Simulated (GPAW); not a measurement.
The K K edge of atom 1 in KMgF3 (Pm-3m), with 12 F at 2.82 Å (cuboctahedral, site symmetry m-3m), was computed in 3 ways: full core hole (charged cell), half core hole and no core hole. Program and functional: GPAW, LDA, Gaussian full width 0.9 eV up to 4 eV, rising linearly to 3.5 eV at 25 eV; cells of 5 and 10 atoms (the run without a hole in the smaller).

Each run is counted from its own lowest empty level or Fermi level and scaled to a mean of 1 over its first 20 eV.

```tsv
E (eV)	run 1	run 2	run 3
-2.0	0.00	0.00	0.00
-1.0	0.00	0.00	0.00
0.0	0.01	0.01	0.01
1.0	0.11	0.06	0.07
2.0	0.27	0.25	0.22
3.0	0.34	0.66	0.85
4.0	1.36	0.92	0.78
5.0	2.44	0.64	1.40
6.0	0.61	0.57	0.65
7.0	1.52	0.73	1.16
8.0	2.25	1.67	2.23
9.0	2.38	2.82	2.77
10.0	1.63	2.66	2.06
11.0	0.86	1.43	1.02
12.0	0.52	0.74	0.61
13.0	0.43	0.52	0.46
14.0	0.43	0.49	0.46
15.0	0.52	0.61	0.61
16.0	0.79	1.02	0.97
17.0	1.13	1.41	1.28
18.0	1.14	1.37	1.21
19.0	0.84	1.01	0.85
20.0	0.69	0.71	0.66
21.0	0.74	0.68	0.72
22.0	0.79	0.82	0.84
23.0	0.75	0.90	0.85
24.0	0.64	0.80	0.72
25.0	0.51	0.61	0.54
26.0	0.40	0.45	0.40
27.0	0.34	0.33	0.31
28.0	0.33	0.26	0.27
29.0	0.42	0.27	0.33
30.0	0.64	0.39	0.50
```

Question: Which run is which?

Run 1: full core hole (charged cell) (area from −2 to 6 eV 4.9, main maxima 4.9 eV (2.52), 8.6 eV (2.49), 17.5 eV (1.19) and 22.1 eV (0.79)). Run 2: no core hole (area from −2 to 6 eV 2.8, main maxima 3.6 eV (1.03), 9.4 eV (3.01), 17.4 eV (1.45) and 22.9 eV (0.90)). Run 3: half core hole (area from −2 to 6 eV 3.6, main maxima 3.0 eV (0.85), 4.8 eV (1.52), 8.9 eV (2.77), 17.3 eV (1.31) and 22.5 eV (0.86)). With each curve scaled to its own mean, the area from −2 to 6 eV with the hole is 4.9 against 2.8, and the centre of weight from −1 to 20 eV moves by -1.1 eV: the hole pulls the absorber's empty states down.

[Banner, clock and machine lines of the logs are left out without a mark of their own.]

[Logs are printed without paths, hosts, clocks, repeated set-up lines and the standing remarks that a program may print on its own settings, such as how far it seeks lower states.]

[Hosts, paths, dates, database ids (printed as entryN), source tags and the programs' standing remarks are cut or masked in the printed files.]

[Lists of maxima count a maximum above −3 eV only where it reaches 4 % of the highest in the window and stands out from its surroundings by 2 % of it (1.5 % where it reaches 55 %); shoulders and weaker maxima are passed over, and of the rest the first, up to two pre-edge ones and the few strongest are named.]
